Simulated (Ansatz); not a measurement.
The compound is K2NbCl4 (started from the K2NiF4 type) (I4/mmm).

The structure was built from a prototype and need not be the compound's stable phase.

Symmetry: I4/mmm, No. 139, tetragonal system. Conventional cell: a = 4.741 Å, b = 4.741 Å, c = 15.355 Å, α = 90.00°, β = 90.00°, γ = 90.00°. K has 9 Cl at 2.96 to 3.37 Å nearest. Nearest to Nb lie 6 Cl at 2.37 to 2.54 Å. Nearest to Cl lie 2 Nb at 2.37 Å and 4 K at 3.21 Å. Nearest to Cl lie 1 Nb at 2.54 Å and 5 K at 2.96 to 3.37 Å. Farther neighbours and most contacts between anions are not listed.

```yaml
crystal:
  lattice:
    - [2.37064, -2.37064, 7.67746]
    - [-2.37064, 2.37064, 7.67746]
    - [-2.37064, -2.37064, -7.67746]
  atoms:
    - { symbol: K, position: [0.35872, 0.35872, 0.00000] }
    - { symbol: K, position: [0.64128, 0.64128, 0.00000] }
    - { symbol: Nb, position: [0.00000, 0.00000, 0.00000] }
    - { symbol: Cl, position: [0.00000, 0.50000, 0.50000] }
    - { symbol: Cl, position: [0.50000, 0.00000, 0.50000] }
    - { symbol: Cl, position: [0.16570, 0.16570, 0.00000] }
    - { symbol: Cl, position: [0.83430, 0.83430, 0.00000] }
```

The structure was relaxed with LDA. The structure type comes from a generator and need not be one that this composition takes. The structure was generated from a model, not taken from a measurement. The runs that relaxed it are not among those shown. The program's search for lower electronic states was switched off, so nothing shows that the state found is the lowest. PAW set soft_2, made with PBE.

A constrained-RPA run (Ansatz 0.2.0; non-magnetic LDA; Nb t2g, bands v2 to c1, 4×4×4 mesh, medium accuracy) builds 3 functions on bands 3.1 eV wide, with 3.0 electrons in the window. The bare on-site interaction is 10.0 eV and the bare J 0.36 eV.

**Question.** What U and J survive the screening?

On the Nb t2g shell, U = 3.09 eV (31 % of the bare value), U′ = 2.55 eV, J = 0.25 eV.

The parent state is non-magnetic and the interaction static (zero frequency); U depends on the window and the orbitals, so it belongs to this model alone.

[Paths, hosts, dates, memory and timing lines, banners, echoed tables and standing remarks are left out of the program output.]

[Logs are printed without paths, hosts, clocks, repeated set-up lines and the standing remarks that a program may print on its own settings, such as how far it seeks lower states.]

[Runs of the session that timed out or met a known fault of the program may be left out.]

[Hosts, paths, dates, database ids (printed as entryN), source tags and the programs' standing remarks are cut or masked in the printed files.]
